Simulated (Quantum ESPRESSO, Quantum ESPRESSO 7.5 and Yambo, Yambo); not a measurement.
# Quasiparticle gap of BaTiO3 (P4mm) in Yambo

How does a plane-wave GW calculation on BaTiO3 (P4mm) run from the first input to the gap?

Program: Quantum ESPRESSO 7.5 and Yambo 5.3.0. Level of theory: PBE and many-body steps on it, plane waves. Results are calculated unless marked as measured.

**1. Starting point**

Symmetry: P4mm, No. 99, tetragonal system. The conventional cell has a = 3.990 Å, b = 3.990 Å, c = 4.023 Å, α = 90.00°, β = 90.00°, γ = 90.00°. Ba has 12 O at 2.80 to 2.87 Å nearest. Ti has 6 O at 1.84 to 2.18 Å nearest. Nearest to O lie 2 Ti at 1.84 to 2.18 Å and 4 Ba at 2.82 Å. O has 2 Ti at 2.00 Å and 4 Ba at 2.80 to 2.87 Å nearest. Farther neighbours and most contacts between anions are not listed.

Coordinates:

```cif
data_structure
_symmetry_space_group_name_H-M 'P4mm'
_symmetry_Int_Tables_number 99
_cell_length_a 3.9905
_cell_length_b 3.9905
_cell_length_c 4.0230
_cell_angle_alpha 90.000
_cell_angle_beta 90.000
_cell_angle_gamma 90.000
_cell_volume 64.06
loop_
_atom_site_label
_atom_site_type_symbol
_atom_site_symmetry_multiplicity
_atom_site_Wyckoff_symbol
_atom_site_fract_x
_atom_site_fract_y
_atom_site_fract_z
_atom_site_occupancy
Ba1 Ba 1 a 0.00000 0.00000 0.00000 1
Ti1 Ti 1 b 0.50000 0.50000 0.52200 1
O1 O 1 b 0.50000 0.50000 0.97900 1
O2 O 2 c 0.50000 0.00000 0.48800 1
```

The cell and positions come from the Crystallography Open Database and are kept as given unless a step says otherwise. Spin-orbit coupling is left out unless a step names it.

**2. Ground state**

This step: Quantum ESPRESSO 7.5; DFT, PBE, plane waves, norm-conserving pseudopotentials.

The ground-state density comes first.

pw.in reads:

```
&control
  calculation = 'scf'
  prefix = 'x'
  outdir = 'o'
  pseudo_dir = 'pseudo'
/
&system
  ibrav = 0
  nat = 5
  ntyp = 3
  ecutwfc = 76.0
  nbnd = 26
  force_symmorphic = .true.
/
&electrons
  conv_thr = 1e-10
  electron_maxstep = 80
  mixing_beta = 0.5
/
ATOMIC_SPECIES
  Ba 137.33 Ba.upf
  Ti 47.867 Ti.upf
  O 15.999 O.upf
CELL_PARAMETERS angstrom
  3.9904800000 0.0000000000 0.0000000000
  0.0000000000 3.9904800000 0.0000000000
  0.0000000000 0.0000000000 4.0230300000
ATOMIC_POSITIONS crystal
  Ba 0.0000000000 0.0000000000 0.0000000000
  Ti 0.5000000000 0.5000000000 0.5220000000
  O 0.5000000000 0.5000000000 0.9790000000
  O 0.5000000000 0.0000000000 0.4880000000
  O 0.0000000000 0.5000000000 0.4880000000
K_POINTS automatic
  6 6 6 0 0 0
```

Command:

```bash
$ OMP_NUM_THREADS=1 mpirun -n 4 pw.x -nk 4 -in pw.in > pw.out
```

Log:

```text
Program PWSCF v.7.5 starts

     This program is part of the open-source Quantum ESPRESSO suite
     for quantum simulation of materials; please cite
         "P. Giannozzi et al., J. Phys.:Condens. Matter 21 395502 (2009);
         "P. Giannozzi et al., J. Phys.:Condens. Matter 29 465901 (2017);
         "P. Giannozzi et al., J. Chem. Phys. 152 154105 (2020);
     in publications or presentations arising from this work. More details at
     Message from routine setup:
     using ibrav=0 with symmetry is DISCOURAGED, use correct ibrav instead

     G-vector sticks info

     bravais-lattice index     =            0
     lattice parameter (alat)  =       7.5409  a.u.
     unit-cell volume          =     432.3148 (a.u.)^3
     number of atoms/cell      =            5
     number of atomic types    =            3
     number of electrons       =        40.00
     number of Kohn-Sham states=           26
     kinetic-energy cutoff     =      76.0000  Ry
     charge density cutoff     =     304.0000  Ry
     scf convergence threshold =      1.0E-10
     mixing beta               =       0.5000
     number of iterations used =            8  plain     mixing
     Exchange-correlation= PBE
                           (   1   4   3   4   0   0   0)

     celldm(1)=   7.540914  celldm(2)=   0.000000  celldm(3)=   0.000000
     celldm(4)=   0.000000  celldm(5)=   0.000000  celldm(6)=   0.000000

     crystal axes: (cart. coord. in units of alat)
               a(1) = (   1.000000   0.000000   0.000000 )
               a(2) = (   0.000000   1.000000   0.000000 )
               a(3) = (   0.000000   0.000000   1.008157 )

     reciprocal axes: (cart. coord. in units 2 pi/alat)
               b(1) = (  1.000000  0.000000  0.000000 )
               b(2) = (  0.000000  1.000000  0.000000 )
               b(3) = (  0.000000  0.000000  0.991909 )
     Pseudo is Norm-conserving + core correction, Zval = 10.0
     Generated using ONCVPSP code by D. R. Hamann
     Using radial grid of 1958 points,  6 beta functions with:
     Pseudo is Norm-conserving + core correction, Zval = 12.0
     Generated using ONCVPSP code by D. R. Hamann
     Using radial grid of 1586 points,  6 beta functions with:
     Pseudo is Norm-conserving + core correction, Zval =  6.0
     Generated using ONCVPSP code by D. R. Hamann
     Using radial grid of  936 points,  5 beta functions with:
     Ba               10.00   137.33000     Ba( 1.00)
     Ti               12.00    47.86700     Ti( 1.00)
     O                 6.00    15.99900     O ( 1.00)

      8 Sym. Ops. (no inversion) found

   Cartesian axes

     site n.     atom                  positions (alat units)
         1        Ba     tau(   1) = (   0.0000000   0.0000000   0.0000000  )
         2        Ti     tau(   2) = (   0.5000000   0.5000000   0.5262579  )
         3        O      tau(   3) = (   0.5000000   0.5000000   0.9869856  )
         4        O      tau(   4) = (   0.5000000   0.0000000   0.4919806  )
         5        O      tau(   5) = (   0.0000000   0.5000000   0.4919806  )

     number of k points=    40
                       cart. coord. in units 2pi/alat
        k(    1) = (   0.0000000   0.0000000   0.0000000), wk =   0.0092593
        k(    2) = (   0.0000000   0.0000000   0.1653182), wk =   0.0185185
        k(    3) = (   0.0000000   0.0000000   0.3306364), wk =   0.0185185
        k(    4) = (   0.0000000   0.0000000  -0.4959545), wk =   0.0092593
        k(    5) = (   0.0000000   0.1666667   0.0000000), wk =   0.0370370
        k(    6) = (   0.0000000   0.1666667   0.1653182), wk =   0.0740741
        k(    7) = (   0.0000000   0.1666667   0.3306364), wk =   0.0740741
        k(    8) = (   0.0000000   0.1666667  -0.4959545), wk =   0.0370370
        k(    9) = (   0.0000000   0.3333333   0.0000000), wk =   0.0370370
        k(   10) = (   0.0000000   0.3333333   0.1653182), wk =   0.0740741
     [... 28 further rows ...]
        k(   39) = (  -0.5000000  -0.5000000   0.3306364), wk =   0.0185185
        k(   40) = (  -0.5000000  -0.5000000  -0.4959545), wk =   0.0092593

     Dense  grid:    38715 G-vectors     FFT dimensions: (  45,  45,  45)

     Initial potential from superposition of free atoms

     starting charge      39.9818, renormalised to      40.0000
     Starting wfcs are   27 randomized atomic wfcs

     per-process dynamical memory:    48.7 Mb

     Self-consistent Calculation

     iteration #  1     ecut=    76.00 Ry     beta= 0.50

     total energy              =    -273.98384653 Ry
     estimated scf accuracy    <       1.90794812 Ry

     iteration #  2     ecut=    76.00 Ry     beta= 0.50

     total energy              =    -273.54657311 Ry
     estimated scf accuracy    <       6.25092423 Ry

     iteration #  3     ecut=    76.00 Ry     beta= 0.50

     total energy              =    -274.78720891 Ry
     estimated scf accuracy    <       0.32165647 Ry

     iteration #  4     ecut=    76.00 Ry     beta= 0.50

     total energy              =    -274.73758391 Ry
     estimated scf accuracy    <       0.13472558 Ry

     iteration #  5     ecut=    76.00 Ry     beta= 0.50

     total energy              =    -274.77269913 Ry
     estimated scf accuracy    <       0.01702846 Ry

     iteration #  6     ecut=    76.00 Ry     beta= 0.50

     total energy              =    -274.77112489 Ry
     estimated scf accuracy    <       0.00718420 Ry

     iteration #  7     ecut=    76.00 Ry     beta= 0.50

     total energy              =    -274.77180281 Ry
     estimated scf accuracy    <       0.00022307 Ry

     iteration #  8     ecut=    76.00 Ry     beta= 0.50

     total energy              =    -274.77189274 Ry
     estimated scf accuracy    <       0.00014884 Ry

     iteration #  9     ecut=    76.00 Ry     beta= 0.50

     total energy              =    -274.77188818 Ry
     estimated scf accuracy    <       0.00003185 Ry

     iteration # 10     ecut=    76.00 Ry     beta= 0.50

     total energy              =    -274.77189374 Ry
     estimated scf accuracy    <       0.00000009 Ry

     iteration # 11     ecut=    76.00 Ry     beta= 0.50

     total energy              =    -274.77189381 Ry
     estimated scf accuracy    <       0.00000002 Ry

     iteration # 12     ecut=    76.00 Ry     beta= 0.50

     total energy              =    -274.77189381 Ry
     estimated scf accuracy    <          6.2E-09 Ry

     iteration # 13     ecut=    76.00 Ry     beta= 0.50

     total energy              =    -274.77189381 Ry
     estimated scf accuracy    <          1.8E-10 Ry

     iteration # 14     ecut=    76.00 Ry     beta= 0.50

     End of self-consistent calculation

          k = 0.0000 0.0000 0.0000 (  4865 PWs)   bands (ev):

   -45.9925 -22.3010 -22.2285 -22.2285 -14.3723  -6.4094  -5.7860  -5.6652
     0.4622   0.4622   0.4637   8.1227   8.1499   8.1499   9.0900   9.0900
     9.3147  10.0485  10.1251  10.1251  12.3468  12.7141  12.7141  14.6184
    14.8180  15.4484

          k = 0.0000 0.0000 0.1653 (  4845 PWs)   bands (ev):

   -45.9923 -22.3136 -22.2280 -22.2280 -14.3443  -6.4073  -5.7869  -5.6569
     0.5000   0.5000   0.5770   7.6574   8.0682   8.0682   8.8412   8.8412
     9.0905   9.5622  10.0357  10.0357  12.3834  13.1148  13.1148  14.6163
    15.4169  15.9390

          k = 0.0000 0.0000 0.3306 (  4857 PWs)   bands (ev):

   -45.9918 -22.3386 -22.2270 -22.2270 -14.2872  -6.5074  -5.6651  -5.6402
     0.5785   0.5785   0.8004   6.7828   7.8325   7.8325   8.5249   8.5249
     8.7025   8.8491   9.8640   9.8640  12.4590  13.8358  13.8358  14.6165
    16.3151  17.2705

          k = 0.0000 0.0000-0.4960 (  4846 PWs)   bands (ev):

     [... further k-points ...]

     highest occupied, lowest unoccupied level (ev):    10.4956   12.3468

!    total energy              =    -274.77189381 Ry
     estimated scf accuracy    <          4.3E-12 Ry

     The total energy is the sum of the following terms:
     one-electron contribution =     -71.55855308 Ry
     hartree contribution      =      59.90755852 Ry
     xc contribution           =     -56.13573830 Ry
     ewald contribution        =    -206.98516095 Ry

     convergence has been achieved in  14 iterations

     XML data file, charge density, pseudopotentials, collected wavefunctions

=------------------------------------------------------------------------------=
   JOB DONE.
=------------------------------------------------------------------------------=
```

It took 24 s on 4 MPI ranks of Arm Neoverse V2, shared host; peak memory 0.37 GiB.

Numbers from this step:

```yaml
total_energy: -3738.4621 eV
gap: 1.851 eV
k_of_the_valence_top: -0.5, -0.5, -0.5
k_of_the_conduction_bottom: 0, 0, 0
least_direct_gap: 2.222 eV
```

The gap is indirect, with the least direct gap 0.37 eV higher.

**3. Bands along the symmetry lines**

Levels along a band path, at the cheap level, show where the edges lie and whether the meshes to come will hold them.

pw.in reads:

```
&control
  calculation = 'bands'
  prefix = 'x'
  outdir = 'o'
  pseudo_dir = 'pseudo'
/
&system
  ibrav = 0
  nat = 5
  ntyp = 3
  ecutwfc = 76.0
  nbnd = 26
  force_symmorphic = .true.
/
&electrons
  conv_thr = 1e-9
  electron_maxstep = 80
  diago_full_acc = .true.
  diago_thr_init = 5e-6
/
ATOMIC_SPECIES
  Ba 137.33 Ba.upf
  Ti 47.867 Ti.upf
  O 15.999 O.upf
CELL_PARAMETERS angstrom
  3.9904800000 0.0000000000 0.0000000000
  0.0000000000 3.9904800000 0.0000000000
  0.0000000000 0.0000000000 4.0230300000
ATOMIC_POSITIONS crystal
  Ba 0.0000000000 0.0000000000 0.0000000000
  Ti 0.5000000000 0.5000000000 0.5220000000
  O 0.5000000000 0.5000000000 0.9790000000
  O 0.5000000000 0.0000000000 0.4880000000
  O 0.0000000000 0.5000000000 0.4880000000
K_POINTS crystal
  75
  0.00000000 0.00000000 0.00000000 1
  0.00000000 0.06250000 0.00000000 1
  0.00000000 0.12500000 0.00000000 1
  0.00000000 0.18750000 0.00000000 1
  0.00000000 0.25000000 0.00000000 1
  0.00000000 0.31250000 0.00000000 1
  0.00000000 0.37500000 0.00000000 1
  0.00000000 0.43750000 0.00000000 1
  0.00000000 0.50000000 0.00000000 1
  0.06250000 0.50000000 0.00000000 1
  0.12500000 0.50000000 0.00000000 1
  0.18750000 0.50000000 0.00000000 1
  0.25000000 0.50000000 0.00000000 1
  0.31250000 0.50000000 0.00000000 1
  0.37500000 0.50000000 0.00000000 1
  0.43750000 0.50000000 0.00000000 1
  0.50000000 0.50000000 0.00000000 1
  0.43750000 0.43750000 0.00000000 1
  0.37500000 0.37500000 0.00000000 1
  0.31250000 0.31250000 0.00000000 1
  0.25000000 0.25000000 0.00000000 1
  0.18750000 0.18750000 0.00000000 1
  0.12500000 0.12500000 0.00000000 1
  0.06250000 0.06250000 0.00000000 1
  0.00000000 0.00000000 0.00000000 1
  0.00000000 0.00000000 0.06250000 1
  0.00000000 0.00000000 0.12500000 1
  0.00000000 0.00000000 0.18750000 1
  0.00000000 0.00000000 0.25000000 1
  0.00000000 0.00000000 0.31250000 1
  0.00000000 0.00000000 0.37500000 1
  0.00000000 0.00000000 0.43750000 1
  0.00000000 0.00000000 0.50000000 1
  0.00000000 0.06250000 0.50000000 1
  0.00000000 0.12500000 0.50000000 1
  0.00000000 0.18750000 0.50000000 1
  0.00000000 0.25000000 0.50000000 1
  0.00000000 0.31250000 0.50000000 1
  0.00000000 0.37500000 0.50000000 1
  0.00000000 0.43750000 0.50000000 1
  0.00000000 0.50000000 0.50000000 1
  0.06250000 0.50000000 0.50000000 1
  0.12500000 0.50000000 0.50000000 1
  0.18750000 0.50000000 0.50000000 1
  0.25000000 0.50000000 0.50000000 1
  0.31250000 0.50000000 0.50000000 1
  0.37500000 0.50000000 0.50000000 1
  0.43750000 0.50000000 0.50000000 1
  0.50000000 0.50000000 0.50000000 1
  0.43750000 0.43750000 0.50000000 1
  0.37500000 0.37500000 0.50000000 1
  0.31250000 0.31250000 0.50000000 1
  0.25000000 0.25000000 0.50000000 1
  0.18750000 0.18750000 0.50000000 1
  0.12500000 0.12500000 0.50000000 1
  0.06250000 0.06250000 0.50000000 1
  0.00000000 0.00000000 0.50000000 1
  0.00000000 0.50000000 0.00000000 1
  0.00000000 0.50000000 0.06250000 1
  0.00000000 0.50000000 0.12500000 1
  0.00000000 0.50000000 0.18750000 1
  0.00000000 0.50000000 0.25000000 1
  0.00000000 0.50000000 0.31250000 1
  0.00000000 0.50000000 0.37500000 1
  0.00000000 0.50000000 0.43750000 1
  0.00000000 0.50000000 0.50000000 1
  0.50000000 0.50000000 0.00000000 1
  0.50000000 0.50000000 0.06250000 1
  0.50000000 0.50000000 0.12500000 1
  0.50000000 0.50000000 0.18750000 1
  0.50000000 0.50000000 0.25000000 1
  0.50000000 0.50000000 0.31250000 1
  0.50000000 0.50000000 0.37500000 1
  0.50000000 0.50000000 0.43750000 1
  0.50000000 0.50000000 0.50000000 1
```

Log:

```text
[banner, memory and clock lines left out]
Program PWSCF v.7.5 starts

     Atomic positions and unit cell read from directory:
     o/x.save/

     Message from routine setup:
     using ibrav=0 with symmetry is DISCOURAGED, use correct ibrav instead

     G-vector sticks info

     bravais-lattice index     =            0
     lattice parameter (alat)  =       7.5409  a.u.
     unit-cell volume          =     432.3148 (a.u.)^3
     number of atoms/cell      =            5
     number of atomic types    =            3
     number of electrons       =        40.00
     number of Kohn-Sham states=           26
     kinetic-energy cutoff     =      76.0000  Ry
     charge density cutoff     =     304.0000  Ry
     Exchange-correlation= PBE
                           (   1   4   3   4   0   0   0)

     celldm(1)=   7.540914  celldm(2)=   0.000000  celldm(3)=   0.000000
     celldm(4)=   0.000000  celldm(5)=   0.000000  celldm(6)=   0.000000

     crystal axes: (cart. coord. in units of alat)
               a(1) = (   1.000000   0.000000   0.000000 )
               a(2) = (   0.000000   1.000000   0.000000 )
               a(3) = (   0.000000   0.000000   1.008157 )

     reciprocal axes: (cart. coord. in units 2 pi/alat)
               b(1) = (  1.000000  0.000000  0.000000 )
               b(2) = (  0.000000  1.000000  0.000000 )
               b(3) = (  0.000000  0.000000  0.991909 )
     Pseudo is Norm-conserving + core correction, Zval = 10.0
     Generated using ONCVPSP code by D. R. Hamann
     Using radial grid of 1958 points,  6 beta functions with:
     Pseudo is Norm-conserving + core correction, Zval = 12.0
     Generated using ONCVPSP code by D. R. Hamann
     Using radial grid of 1586 points,  6 beta functions with:
     Pseudo is Norm-conserving + core correction, Zval =  6.0
     Generated using ONCVPSP code by D. R. Hamann
     Using radial grid of  936 points,  5 beta functions with:
     Ba               10.00   137.33000     Ba( 1.00)
     Ti               12.00    47.86700     Ti( 1.00)
     O                 6.00    15.99900     O ( 1.00)

      8 Sym. Ops. (no inversion) found

   Cartesian axes

     site n.     atom                  positions (alat units)
         1        Ba     tau(   1) = (   0.0000000   0.0000000   0.0000000  )
         2        Ti     tau(   2) = (   0.5000000   0.5000000   0.5262579  )
         3        O      tau(   3) = (   0.5000000   0.5000000   0.9869856  )
         4        O      tau(   4) = (   0.5000000   0.0000000   0.4919806  )
         5        O      tau(   5) = (   0.0000000   0.5000000   0.4919806  )

     number of k points=    75
                       cart. coord. in units 2pi/alat
        k(    1) = (   0.0000000   0.0000000   0.0000000), wk =   0.0266667
        k(    2) = (   0.0000000   0.0625000   0.0000000), wk =   0.0266667
        k(    3) = (   0.0000000   0.1250000   0.0000000), wk =   0.0266667
[...]
[... 63 further rows ...]
        k(   74) = (   0.5000000   0.5000000   0.4339602), wk =   0.0266667
        k(   75) = (   0.5000000   0.5000000   0.4959545), wk =   0.0266667

     Dense  grid:    38715 G-vectors     FFT dimensions: (  45,  45,  45)

     The potential is recalculated from file :
     o/x.save/charge-density

     Starting wfcs are   27 randomized atomic wfcs

     Band Structure Calculation

     End of band structure calculation

          k = 0.0000 0.0000 0.0000 (  4865 PWs)   bands (ev):

   -45.9925 -22.3010 -22.2284 -22.2284 -14.3723  -6.4094  -5.7860  -5.6652
     0.4622   0.4622   0.4637   8.1227   8.1499   8.1499   9.0900   9.0900
     9.3147  10.0485  10.1251  10.1251  12.3468  12.7142  12.7142  14.6184
    14.8180  15.4484

          k = 0.0000 0.0625 0.0000 (  4869 PWs)   bands (ev):

[...]
14.8634  15.5266

          k = 0.0000 0.1250 0.0000 (  4855 PWs)   bands (ev):

[...]
15.1080  15.7497

[...]
k = 0.5000 0.5000 0.4340 (  4804 PWs)   bands (ev):

[...]
17.3240  18.2105

          k = 0.5000 0.5000 0.4960 (  4800 PWs)   bands (ev):

[...]
-0.2693  -0.2693  -0.2082   5.9980   6.6223   6.7008   7.9988   7.9988
     8.0739  10.3196  10.3196  10.4956  14.7433  14.7552  14.7552  16.9680
    17.2275  17.2280

     XML data file, pseudopotentials, collected wavefunctions
```

It took 11 s on 4 MPI ranks; peak memory 0.27 GiB.

This step gave:

| Quantity | Value |
| --- | --- |
| gap | 1.851 eV |
| k of the valence top | 0.5, 0.5, 0.5 |
| k of the conduction bottom | 0, 0, 0 |
| least direct gap | 2.222 eV |

The gap is 1.851 eV, as in the run before at this level.

The electronic bands at the labelled points (eV, zero at the top of the highest filled band):

```csv
point,band 17,band 18,band 19,band 20,band 21,band 22,band 23,band 24
Γ,-1.18,-0.45,-0.37,-0.37,1.85,2.22,2.22,4.12
halfway,-1.52,-1.26,-0.81,-0.67,2.27,2.80,2.85,4.27
X,-1.84,-1.67,-1.13,-0.97,2.34,3.57,3.64,4.24
halfway,-1.68,-1.53,-1.12,-0.50,2.90,3.65,3.72,4.77
M,-1.83,-1.08,-1.08,-0.07,3.66,3.66,4.02,4.77
halfway,-1.95,-1.19,-0.93,-0.51,2.76,2.98,3.16,4.76
Γ,-1.18,-0.45,-0.37,-0.37,1.85,2.22,2.22,4.12
halfway,-1.61,-1.32,-0.55,-0.55,1.93,2.99,2.99,4.12
Z,-1.97,-1.94,-0.71,-0.71,2.00,3.68,3.68,4.12
halfway,-1.43,-1.30,-1.11,-0.67,2.87,3.69,3.72,4.79
R,-1.75,-0.92,-0.89,-0.25,3.60,3.70,4.02,4.96
halfway,-2.49,-0.62,-0.53,-0.21,3.89,3.91,4.14,6.26
A,-2.42,-0.18,-0.18,0.00,4.25,4.26,4.26,6.47
halfway,-2.17,-0.89,-0.72,-0.66,3.36,3.80,3.84,6.00
Z,-1.97,-1.94,-0.71,-0.71,2.00,3.68,3.68,4.12
jump to X,-1.84,-1.67,-1.13,-0.97,2.34,3.57,3.64,4.24
halfway,-1.48,-1.41,-1.22,-0.64,3.05,3.59,3.75,4.82
R,-1.75,-0.92,-0.89,-0.25,3.60,3.70,4.02,4.96
jump to M,-1.83,-1.08,-1.08,-0.07,3.66,3.66,4.02,4.77
halfway,-2.57,-0.72,-0.72,-0.04,3.94,3.94,4.13,6.07
A,-2.42,-0.18,-0.18,0.00,4.25,4.26,4.26,6.47
```

[end of part 1 of 3]

[Paths, hosts, dates, memory and timing lines, banners, echoed tables and standing remarks are left out of the program output.]

[Logs are printed without paths, hosts, clocks, repeated set-up lines and the standing remarks that a program may print on its own settings, such as how far it seeks lower states.]

[Runs of the session that timed out or met a known fault of the program may be left out.]

[Hosts, paths, dates, database ids (printed as entryN), source tags and the programs' standing remarks are cut or masked in the printed files.]
